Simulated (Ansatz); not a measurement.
# Cd3Sn2: relaxing a made-up structure

This structure for Cd3Sn2 is made up. Its elements were placed in a known structure type with a cell scaled to their sizes. What cell does the guess relax to, and how far off was it?

Method: DFT, PBE, plane-wave PAW, files of the set soft_1, scalar-relativistic, no spin, cell and ions relaxed at zero pressure; PAW set soft_1, in Ansatz 0.2.0.

## (1) Starting point

It takes space group P-6m2 (No. 187, hexagonal). The conventional cell has a = 4.886 Å, b = 4.886 Å, c = 5.912 Å, α = 90.00°, β = 90.00°, γ = 120.00°. Nearest to Sn lie 9 Cd at 2.82 to 3.18 Å. Sn has 8 Cd at 2.96 to 3.19 Å nearest. Nearest to Cd lie 5 Sn at 2.82 to 2.96 Å and 6 Cd at 3.18 Å. Nearest to Cd lie 5 Cd at 2.91 to 3.18 Å and 6 Sn at 3.18 to 3.19 Å. Farther neighbours are not listed.

## (2) Relaxing cell and atoms

The guessed cell has no reason to be at equilibrium. It is relaxed with the atoms, within the space group of the guess.

input.yaml

```yaml
crystal:
  lattice:
    - [4.886, 0.0, 0.0]
    - [-2.443, 4.231400123, 0.0]
    - [0.0, 0.0, 5.912]
  atoms:
    - { symbol: Sn, position: [0.0, 0.0, 0.5] }
    - { symbol: Sn, position: [0.666666667, 0.333333333, 0.0] }
    - { symbol: Cd, position: [0.666666667, 0.333333333, 0.5] }
    - { symbol: Cd, position: [0.333333333, 0.666666667, 0.7465] }
    - { symbol: Cd, position: [0.333333333, 0.666666667, 0.2535] }
kpoints:
  mp_grid: { grid: [6, 6, 5] }
scf:
  occupations: { method: fermi_dirac, width: 0.05 }
hamiltonian:
  xc: pbe
  pseudopotentials: { kind: paw, azcp: { folder: soft_1 } }
relax:
  f_tol: 0.015
  max_steps: 70
  cell: {}
output:
  forces: true
  stress: true
```

Launch:

```bash
$ ansatz run input.yaml --threads 4 --pin off --max-ram 10240MiB --backend cpu --events-out ev --progress --plain --runs-dir out
```

Numbers of over 12 decimals in the logs are rounded to 6 here.

The program printed:

```text
Engine: ansatz 0.2.0, aarch64-unknown-linux-gnu
Pseudopotentials: kind: paw
Pseudopotential: Sn, paw, valence charge 14, recommended cutoff 420 eV (normal), soft_1/Sn.paw.azcp
Pseudopotential: Cd, paw, valence charge 20, recommended cutoff 420 eV (normal), soft_1/Cd.paw.azcp
Functional definition: PBE
  parameter kappa = 0.804
  parameter beta = 0.066725
  exchange = pbe_x(kappa = kappa, mu = beta*pi^2/3)
  correlation = pbe_c(beta = beta)
Crystal: 5 atoms, lattice volume = 122.228 Å³
Basis set: ecut = 420 eV, 2389 PW (Γ), exchange–correlation on 72×72×80 points (8 copies of the dense FFT grid, shifted against one another)
Bands: 53, of which v1, the nominal top of the filled ones, is band 44 counted from 1 (43 counted from 0)
Symmetry: 12 space group operations
Space group: P-6m2 (ITA 187), of the structure as read, at distance tolerance 5.0e-5 Å
k-points: 21 of 180 (time reversal used)
Non-local potential: Sn, projectors of the file, l = 0: 2, l = 1: 2, l = 2: 2, l = 3: 1
Non-local potential: Cd, projectors of the file, l = 0: 3, l = 1: 2, l = 2: 2, l = 3: 1
PAW form: soft (Blöchl's): semilocal exchange-correlation on the pseudo side does not see the compensation charge
PAW one-centre angular grid: Sn, 590 points (default); XC on 64 Gauss nodes
PAW one-centre angular grid: Cd, 590 points (default); XC on 64 Gauss nodes
Initial density: superposition of atomic densities (chi_scale 0.1, normalization cell, long waves kept (reshape's long-wave potential 0.01 eV rms))
Initial wavefunctions: pseudopotential atomic-orbital guess
Functional: x = pbe(κ = 0.804, μ = 0.219515), c = pbe(β = 0.066725)
SCF iter   1: F=—  HF=-36811.154202 eV  |F-HF|=—  |Δ(HF+E_count)|=         —  Δρ=1.84e-2  dr2=4.82e-1  ethr=3.10e-3  ⟨swp⟩=7.7  Hψ=4201  notcnv=0  defer=7
preconditioner: auto → LDOS  [metal: Δε(μ)=0.126 eV  Ē_g=15.349 eV  σ=0.050 eV  W_gap=0.45  n_scr=28 (ndim 8)  ℏωp=26.9 eV  f_vac=0.037  D(μ)=1.43/eV (n_scr^D=2)  β→1.0]
SCF iter   2: F=—  HF=-36811.085199 eV  |F-HF|=—  |Δ(HF+E_count)|=   6.90e-2  Δρ=1.29e-2  dr2=1.47e-1  ethr=5.48e-4  ⟨swp⟩=3.0  Hψ=2242  notcnv=0  defer=37
SCF iter   3: F=—  HF=-36811.024363 eV  |F-HF|=—  |Δ(HF+E_count)|=   6.08e-2  Δρ=4.41e-3  dr2=2.04e-2  ethr=1.67e-4  ⟨swp⟩=3.0  Hψ=2285  notcnv=0  defer=37
SCF iter   4: F=—  HF=-36811.017379 eV  |F-HF|=—  |Δ(HF+E_count)|=   6.98e-3  Δρ=1.03e-3  dr2=1.20e-3  ethr=2.32e-5  ⟨swp⟩=2.0  Hψ=2137  notcnv=0  defer=37
SCF iter   5: F=—  HF=-36811.016936 eV  |F-HF|=—  |Δ(HF+E_count)|=   4.43e-4  Δρ=2.36e-4  dr2=4.08e-5  ethr=1.36e-6  ⟨swp⟩=2.0  Hψ=1794  notcnv=0  defer=37
SCF iter   6: F=—  HF=-36811.017019 eV  |F-HF|=—  |Δ(HF+E_count)|=   8.32e-5  Δρ=7.51e-5  dr2=5.42e-6  ethr=4.63e-8  ⟨swp⟩=2.0  Hψ=1765  notcnv=0  defer=37
SCF iter   7: F=-36811.017018 eV  HF=-36811.017018 eV  |F-HF|=4.32e-8  |Δ(HF+E_count)|=   1.14e-6  Δρ=8.75e-6  dr2=7.24e-8  ethr=1.14e-10  ⟨swp⟩=4.0  Hψ=5144  notcnv=0
SCF 1 converged in 7 iterations: F = -36811.017018 eV  dr2 = 7.24e-8
  greatest PAW one-centre occupation: 1.000 electrons in one spin orbital (limit 2), on the Cd atom at site 2 (counted from 0), in its partial waves of l = 0
relax step   1: F+E_penalty+E_count = -36811.01701812 eV  Δ(F+E_penalty+E_count) = +0.000e0 eV  max|allowed force component| = 9.042e-1 eV/Å  Δτ_max = 0.0000 Å  P = +6.922 GPa  Ω = 122.228 Å³  (7 SCF iters, dr2 threshold 1.00e-7 eV, accepted)
Crystal: 5 atoms, lattice volume = 141.115 Å³
Basis set: ecut = 420 eV, 2775 PW (Γ), exchange–correlation on 72×72×80 points (8 copies of the dense FFT grid, shifted against one another)
Initial density: handed on by an earlier stage of this run
Initial wavefunctions: those handed on with the density
iter 1 solved again at ethr=5.94e-5 eV; its pass at ethr=3.10e-3 eV (dr2=5.22e-2 eV) is discarded
SCF iter   1: F=—  HF=-36811.408777 eV  |F-HF|=—  |Δ(HF+E_count)|=         —  Δρ=5.75e-3  dr2=5.22e-2  ethr=5.94e-5  ⟨swp⟩=2.0  Hψ=6136  notcnv=0
preconditioner: auto → LDOS  [metal: Δε(μ)=0.098 eV  Ē_g=15.158 eV  σ=0.050 eV  W_gap=0.42  n_scr=40 (ndim 8)  ℏωp=25.0 eV  f_vac=0.054  D(μ)=2.27/eV (n_scr^D=8)  β→1.0]
SCF iter   2: F=—  HF=-36811.406165 eV  |F-HF|=—  |Δ(HF+E_count)|=   2.61e-3  Δρ=5.74e-3  dr2=3.53e-2  ethr=5.93e-5  ⟨swp⟩=2.1  Hψ=2229  notcnv=0
SCF iter   3: F=—  HF=-36811.393903 eV  |F-HF|=—  |Δ(HF+E_count)|=   1.23e-2  Δρ=1.05e-3  dr2=1.66e-3  ethr=4.01e-5  ⟨swp⟩=2.0  Hψ=2232  notcnv=0  defer=17
SCF iter   4: F=—  HF=-36811.393558 eV  |F-HF|=—  |Δ(HF+E_count)|=   3.44e-4  Δρ=1.89e-4  dr2=5.89e-5  ethr=1.89e-6  ⟨swp⟩=2.0  Hψ=1588  notcnv=0  defer=17
SCF iter   5: F=—  HF=-36811.393501 eV  |F-HF|=—  |Δ(HF+E_count)|=   5.73e-5  Δρ=7.99e-5  dr2=9.03e-6  ethr=6.69e-8  ⟨swp⟩=3.0  Hψ=2178  notcnv=0  defer=17
SCF iter   6: F=-36811.393500 eV  HF=-36811.393500 eV  |F-HF|=9.62e-9  |Δ(HF+E_count)|=   1.51e-6  Δρ=1.08e-5  dr2=1.41e-7  ethr=5.68e-10  ⟨swp⟩=3.9  Hψ=4656  notcnv=0
SCF 2 converged in 6 iterations: F = -36811.393500 eV  dr2 = 1.41e-7
relax step   2: F+E_penalty+E_count = -36811.39349959 eV  Δ(F+E_penalty+E_count) = -3.765e-1 eV  max|allowed force component| = 8.483e-3 eV/Å  Δτ_max = 0.1137 Å  P = -0.845 GPa  Ω = 141.115 Å³  energy of the carried Pulay correction = -2.663e-3 eV  (6 SCF iters, dr2 threshold 5.00e-7 eV, accepted)
Crystal: 5 atoms, lattice volume = 138.911 Å³
Basis set: ecut = 420 eV, 2763 PW (Γ), exchange–correlation on 72×72×80 points (8 copies of the dense FFT grid, shifted against one another)
iter 1 solved again at ethr=6.65e-7 eV; its pass at ethr=3.10e-3 eV (dr2=5.86e-4 eV) is discarded
SCF iter   1: F=—  HF=-36811.412649 eV  |F-HF|=—  |Δ(HF+E_count)|=         —  Δρ=5.78e-4  dr2=6.64e-4  ethr=6.65e-7  ⟨swp⟩=2.2  Hψ=5794  notcnv=0
preconditioner: auto → LDOS  [metal: Δε(μ)=0.084 eV  Ē_g=15.131 eV  σ=0.050 eV  W_gap=0.35  n_scr=40 (ndim 8)  ℏωp=25.2 eV  f_vac=0.048  D(μ)=2.09/eV (n_scr^D=8)  β→1.0]
SCF iter   2: F=—  HF=-36811.412605 eV  |F-HF|=—  |Δ(HF+E_count)|=   4.39e-5  Δρ=4.64e-4  dr2=2.12e-4  ethr=6.65e-7  ⟨swp⟩=2.0  Hψ=2043  notcnv=0
SCF iter   3: F=—  HF=-36811.412515 eV  |F-HF|=—  |Δ(HF+E_count)|=   9.00e-5  Δρ=1.89e-4  dr2=4.06e-5  ethr=2.41e-7  ⟨swp⟩=2.0  Hψ=2042  notcnv=0
SCF iter   4: F=—  HF=-36811.412502 eV  |F-HF|=—  |Δ(HF+E_count)|=   1.31e-5  Δρ=4.64e-5  dr2=2.54e-6  ethr=4.61e-8  ⟨swp⟩=2.0  Hψ=1452  notcnv=0
SCF iter   5: F=-36811.412501 eV  HF=-36811.412502 eV  |F-HF|=1.36e-7  |Δ(HF+E_count)|=   6.14e-7  Δρ=1.18e-5  dr2=1.64e-7  ethr=5.68e-10  ⟨swp⟩=5.0  Hψ=4323  notcnv=0
SCF 3 converged in 5 iterations: F = -36811.412501 eV  dr2 = 1.64e-7
relax step   3: F+E_penalty+E_count = -36811.41250148 eV  Δ(F+E_penalty+E_count) = -1.900e-2 eV  max|allowed force component| = 3.495e-2 eV/Å  Δτ_max = 0.0032 Å  P = -0.250 GPa  Ω = 138.911 Å³  energy of the carried Pulay correction = -2.383e-3 eV  (5 SCF iters, dr2 threshold 5.00e-7 eV, accepted)
Crystal: 5 atoms, lattice volume = 138.223 Å³
Basis set: ecut = 420 eV, 2715 PW (Γ), exchange–correlation on 72×72×80 points (8 copies of the dense FFT grid, shifted against one another)
iter 1 solved again at ethr=8.29e-7 eV; its pass at ethr=3.10e-3 eV (dr2=7.30e-4 eV) is discarded
SCF iter   1: F=—  HF=-36811.420452 eV  |F-HF|=—  |Δ(HF+E_count)|=         —  Δρ=6.69e-4  dr2=7.98e-4  ethr=8.29e-7  ⟨swp⟩=2.4  Hψ=5912  notcnv=0
preconditioner: auto → LDOS  [metal: Δε(μ)=0.041 eV  Ē_g=15.161 eV  σ=0.050 eV  W_gap=0.20  n_scr=40 (ndim 8)  ℏωp=25.3 eV  f_vac=0.049  D(μ)=2.21/eV (n_scr^D=8)  β→1.0]
SCF iter   2: F=—  HF=-36811.420389 eV  |F-HF|=—  |Δ(HF+E_count)|=   6.23e-5  Δρ=2.27e-4  dr2=4.76e-5  ethr=8.29e-7  ⟨swp⟩=2.0  Hψ=1578  notcnv=0
SCF iter   3: F=—  HF=-36811.420518 eV  |F-HF|=—  |Δ(HF+E_count)|=   1.28e-4  Δρ=1.80e-4  dr2=3.25e-5  ethr=5.41e-8  ⟨swp⟩=2.0  Hψ=2043  notcnv=0
SCF iter   4: F=—  HF=-36811.420507 eV  |F-HF|=—  |Δ(HF+E_count)|=   1.10e-5  Δρ=5.63e-5  dr2=3.18e-6  ethr=3.70e-8  ⟨swp⟩=2.0  Hψ=1872  notcnv=0
SCF iter   5: F=-36811.420505 eV  HF=-36811.420506 eV  |F-HF|=2.66e-7  |Δ(HF+E_count)|=   1.15e-6  Δρ=1.63e-5  dr2=2.74e-7  ethr=5.68e-10  ⟨swp⟩=3.3  Hψ=4596  notcnv=0
SCF 4 converged in 5 iterations: F = -36811.420505 eV  dr2 = 2.74e-7
relax step   4: F+E_penalty+E_count = -36811.42050531 eV  Δ(F+E_penalty+E_count) = -8.004e-3 eV  max|allowed force component| = 3.386e-2 eV/Å  Δτ_max = 0.0142 Å  P = +0.015 GPa  Ω = 138.223 Å³  energy of the carried Pulay correction = -2.294e-3 eV  (5 SCF iters, dr2 threshold 5.00e-7 eV, accepted)
Crystal: 5 atoms, lattice volume = 138.196 Å³
iter 1 solved again at ethr=2.30e-8 eV; its pass at ethr=3.10e-3 eV (dr2=2.03e-5 eV) is discarded
SCF iter   1: F=—  HF=-36811.420543 eV  |F-HF|=—  |Δ(HF+E_count)|=         —  Δρ=1.59e-4  dr2=2.42e-5  ethr=2.30e-8  ⟨swp⟩=3.0  Hψ=4428  notcnv=0
preconditioner: auto → LDOS  [metal: Δε(μ)=0.037 eV  Ē_g=15.165 eV  σ=0.050 eV  W_gap=0.18  n_scr=40 (ndim 8)  ℏωp=25.3 eV  f_vac=0.048  D(μ)=2.24/eV (n_scr^D=8)  β→1.0]
SCF iter   2: F=—  HF=-36811.420720 eV  |F-HF|=—  |Δ(HF+E_count)|=   1.78e-4  Δρ=9.34e-5  dr2=1.72e-5  ethr=2.30e-8  ⟨swp⟩=2.0  Hψ=1918  notcnv=0
SCF iter   3: F=—  HF=-36811.420715 eV  |F-HF|=—  |Δ(HF+E_count)|=   5.40e-6  Δρ=1.96e-5  dr2=4.73e-7  ethr=1.96e-8  ⟨swp⟩=2.0  Hψ=1913  notcnv=0
SCF iter   4: F=-36811.420715 eV  HF=-36811.420715 eV  |F-HF|=2.93e-8  |Δ(HF+E_count)|=   3.10e-8  Δρ=4.96e-6  dr2=3.65e-8  ethr=8.14e-11  ⟨swp⟩=4.9  Hψ=4174  notcnv=0
SCF 5 converged in 4 iterations: F = -36811.420715 eV  dr2 = 3.65e-8
relax step   5: F+E_penalty+E_count = -36811.42071497 eV  Δ(F+E_penalty+E_count) = -2.097e-4 eV  max|allowed force component| = 9.777e-4 eV/Å  Δτ_max = 0.0059 Å  P = +0.030 GPa  Ω = 138.196 Å³  energy of the carried Pulay correction = -2.291e-3 eV  (4 SCF iters, dr2 threshold 7.17e-8 eV, accepted)
Basis set: ecut = 420 eV, 2715 PW (Γ), exchange–correlation on 72×72×90 points (8 copies of the dense FFT grid, shifted against one another)
Initial wavefunctions: pseudopotential atomic-orbital guess (no wavefunctions were taken with the density)
iter 1 solved again at ethr=4.79e-8 eV; its pass at ethr=3.10e-3 eV (dr2=4.21e-5 eV) is discarded
SCF iter   1: F=—  HF=-36811.421984 eV  |F-HF|=—  |Δ(HF+E_count)|=         —  Δρ=2.44e-4  dr2=6.44e-6  ethr=4.79e-8  ⟨swp⟩=4.0  Hψ=7440  notcnv=0
SCF iter   2: F=—  HF=-36811.422628 eV  |F-HF|=—  |Δ(HF+E_count)|=   6.44e-4  Δρ=7.89e-5  dr2=5.48e-6  ethr=7.32e-9  ⟨swp⟩=2.0  Hψ=2044  notcnv=0
SCF iter   3: F=—  HF=-36811.422624 eV  |F-HF|=—  |Δ(HF+E_count)|=   3.96e-6  Δρ=2.98e-5  dr2=7.77e-7  ethr=6.23e-9  ⟨swp⟩=2.0  Hψ=2041  notcnv=0
SCF iter   4: F=—  HF=-36811.422625 eV  |F-HF|=—  |Δ(HF+E_count)|=   1.30e-6  Δρ=5.99e-6  dr2=2.93e-8  ethr=8.83e-10  ⟨swp⟩=2.0  Hψ=1795  notcnv=0
SCF iter   5: F=—  HF=-36811.422625 eV  |F-HF|=—  |Δ(HF+E_count)|=   1.06e-7  Δρ=1.24e-6  dr2=1.36e-9  ethr=3.33e-11  ⟨swp⟩=2.0  Hψ=2041  notcnv=0
SCF iter   6: F=—  HF=-36811.422625 eV  |F-HF|=—  |Δ(HF+E_count)|=   6.68e-9  Δρ=2.98e-7  dr2=9.97e-11  ethr=1.54e-12  ⟨swp⟩=2.0  Hψ=1915  notcnv=0
SCF iter   7: F=-36811.422625 eV  HF=-36811.422625 eV  |F-HF|=4.37e-11  |Δ(HF+E_count)|=  7.28e-11  Δρ=8.42e-8  dr2=9.14e-12  ethr=1.00e-12  ⟨swp⟩=4.6  Hψ=3548  notcnv=0
SCF 6 converged in 7 iterations: F = -36811.422625 eV  dr2 = 9.14e-12
relax step   6: F+E_penalty+E_count = -36811.42262547 eV  Δ(F+E_penalty+E_count) = -1.910e-3 eV  max|allowed force component| = 6.862e-4 eV/Å  Δτ_max = 0.0000 Å  P = +0.022 GPa  Ω = 138.196 Å³  stress off target by 3.03e-2 GPa  SCF on the basis re-selected at this cell (its energy is not comparable with the rows above)  (7 SCF iters)
basis re-selected at this cell: Δ(F+E_penalty+E_count) = -1.910e-3 eV, ΔP = -0.008 GPa vs the last step (what re-selecting the basis moved, of the pressure what is left beyond the Pulay correction that the steps carried, after the strain that the cell walked since its last selection, with what the two solves' SCF thresholds leave and, on support functions, any second-order correction that the steps lacked; it is no measure of the basis error at this ecutwfc). The dense FFT grid was sized anew with the basis: this SCF ran on 36×36×45 points, the steps before it on 36×36×40, so part of this shift can come from that change (see relax.cell in the input reference). [rest of the remark cut]
SCF converged after 7 iterations
Free energy (F): -36811.422625 eV
Harris-Foulkes:  -36811.422625 eV  (|F-HF|=4.37e-11)
Internal energy: -36811.404038 eV  (E = F + TS)
E sigma→0 (E₀):  -36811.413332 eV
Entropy (-TS):   -0.018587 eV (-3.717 meV/atom)
Fermi energy:    10.643167 eV
--- Per-component energies (eV) ---
  E_band       = -1583.928217
  E_kinetic    = 1654.202730
  E_local      = -13054.133391  (includes V_loc(G=0)·N_el)
  E_nonlocal   = 645.316604
  E_hartree    = 6115.233482
  E_xc         = -721.171040
  E_vxc        = -748.213615  (∫ρ·V_xc dr)
  E_paw        = -21031.597232  (= ΣΔE_a)
  E_vpaw       = -2311.569085  (= ΣTr[D̂ρ^β])
  E_aug_tail   = 0.001626  (compensation charges beyond the density's cutoff)
  E_ewald      = -10419.256816
  E_smearing   = -0.018587  (= −TS)
  E_closure    = 0.000000  (closes the sum)
  Σ components = -36811.422625   (vs F -36811.422625, Δ=0.00e0)
--- Forces (eV/Å), atoms counted from 1 ---
  atom   1  Sn     0.00000000     0.00000000    -0.00000000
  atom   2  Sn     0.00000000     0.00000000    -0.00000000
  atom   3  Cd    -0.00000000    -0.00000000     0.00000000
  atom   4  Cd     0.00000000    -0.00000000    -0.00068619
  atom   5  Cd     0.00000000    -0.00000000     0.00068619
  max |Σ_I F_I| component: 8.90e-17 eV/Å
--- Stress (GPa, compression-positive) ---
        0.018561       0.000000       0.000000
        0.000000       0.018561      -0.000000
       -0.000000      -0.000000       0.030272
  P = ⅓ Tr σ = 0.0225 GPa (0.225 kbar)
--- Relaxed structure (5 steps of the walk, 5 accepted, 1 SCFs on fresh bases) ---
  F+E_penalty+E_count = -36811.42262547 eV   max|allowed force component| = 6.862e-4 eV/Å   (the final SCF, on the basis selected at the relaxed cell)
  cell:  # Å, volume = 138.1961 Å³
    - [5.020428, 0, 0.0]
    - [-2.510214, 4.347818, 0.0]
    - [0.0, 0.0, 6.331164]
  atoms:
    - { symbol: Sn, position: [0, 0, 0.5] }
    - { symbol: Sn, position: [0.666667, 0.333333, 9.38957226509774e-19] }
    - { symbol: Cd, position: [0.666667, 0.333333, 0.5] }
    - { symbol: Cd, position: [0.333333, 0.666667, 0.769662] }
    - { symbol: Cd, position: [0.333333, 0.666667, 0.230338] }
```

The job ended after 19 s (4 threads of Arm Neoverse V1, shared host; peak memory 0.5 GiB; 73 s of CPU time).

Relaxation path:

| step | energy less that of the first step (eV) | largest force component (eV/Å) | pressure (GPa) | volume (Å³) |
| --- | --- | --- | --- | --- |
| 1 | 0.0000 | 0.9042 | 6.92 | 122.23 |
| 2 | -0.3765 | 0.0085 | -0.84 | 141.12 |
| 3 | -0.3955 | 0.0350 | -0.25 | 138.91 |
| 4 | -0.4035 | 0.0339 | 0.01 | 138.22 |
| 5 | -0.4037 | 0.0010 | 0.03 | 138.20 |
| 6* | -0.4056 | 0.0007 | 0.02 | 138.20 |

Relaxation steps marked * repeat the geometry before them on a plane-wave basis chosen anew for their cell, so energy and pressure can jump there.

The run keeps the 12 symmetry operations that it works with, so distortions that break them were not tested.

| conventional cell, symmetrised | before | after | change |
| --- | --- | --- | --- |
| a (Å) | 4.886 | 5.020 | +2.8 % |
| b (Å) | 4.886 | 5.020 | +2.8 % |
| c (Å) | 5.912 | 6.331 | +7.1 % |
| volume (Å³/atom) | 24.45 | 27.64 | +13.1 % |

The atoms that moved most (Å, as changes of fractional coordinates times the final cell):

| atom | dx | dy | dz | length |
| --- | --- | --- | --- | --- |
| Cd4 | 0.000 | 0.000 | 0.147 | 0.147 |
| Cd5 | 0.000 | 0.000 | -0.147 | 0.147 |

The relaxed structure:

```xyz
5
Lattice="5.0204 0.0000 0.0000 -2.5102 4.3478 0.0000 0.0000 0.0000 6.3312" Properties=species:S:1:pos:R:3 pbc="T T T"
Sn    0.0000    0.0000    3.1656
Sn    2.5102    1.4493    0.0000
Cd    2.5102    1.4493    3.1656
Cd    0.0000    2.8985    4.8729
Cd    0.0000    2.8985    1.4583
```

This step gave:

- free energy: -36811.4226 eV
- energy at zero smearing: -36811.4133 eV
- smearing term TS: 0.01859 eV
- Fermi energy: 10.64 eV
- electrons: 88
- symmetry operations: 12
- pressure: 0.02247 GPa

The shortest distance of each pair, which need not be the same contact before and after:

| pair | guess (Å) | relaxed (Å) |
| --- | --- | --- |
| Cd–Sn | 2.821 | 2.899 |
| Cd–Cd | 2.915 | 2.917 |
| Sn–Sn | 4.086 | 4.292 |

The relaxation ends with a largest force component of 6.9e-4 eV/Å and a pressure of 0.02 GPa.

## (3) What came out

| Quantity | Value |
| --- | --- |
| space group, relaxed | P-6m2 |
| conventional cell | a = 5.020, b = 5.020, c = 6.331 Å; α = 90.0°, β = 90.0°, γ = 120.0° |
| volume per atom | 27.64 Å³ (guess 24.45) |

In words: Cd3Sn2 relaxes to P-6m2 with a = 5.020, b = 5.020 and c = 6.331 Å. The guessed volume was 12 % too small. The space group P-6m2 was held in the relaxation, so the end point is a stationary structure within it and may be a saddle against distortions or other arrangements. Mesh and cutoff weren't tested. No dispersion term is used, so weakly bound directions may come out too long. Nothing here tests whether the compound is stable against decomposition.

[Logs are printed without paths, hosts, clocks, repeated set-up lines and the standing remarks that a program may print on its own settings, such as how far it seeks lower states.]

[Hosts, paths, dates, database ids (printed as entryN), source tags and the programs' standing remarks are cut or masked in the printed files.]
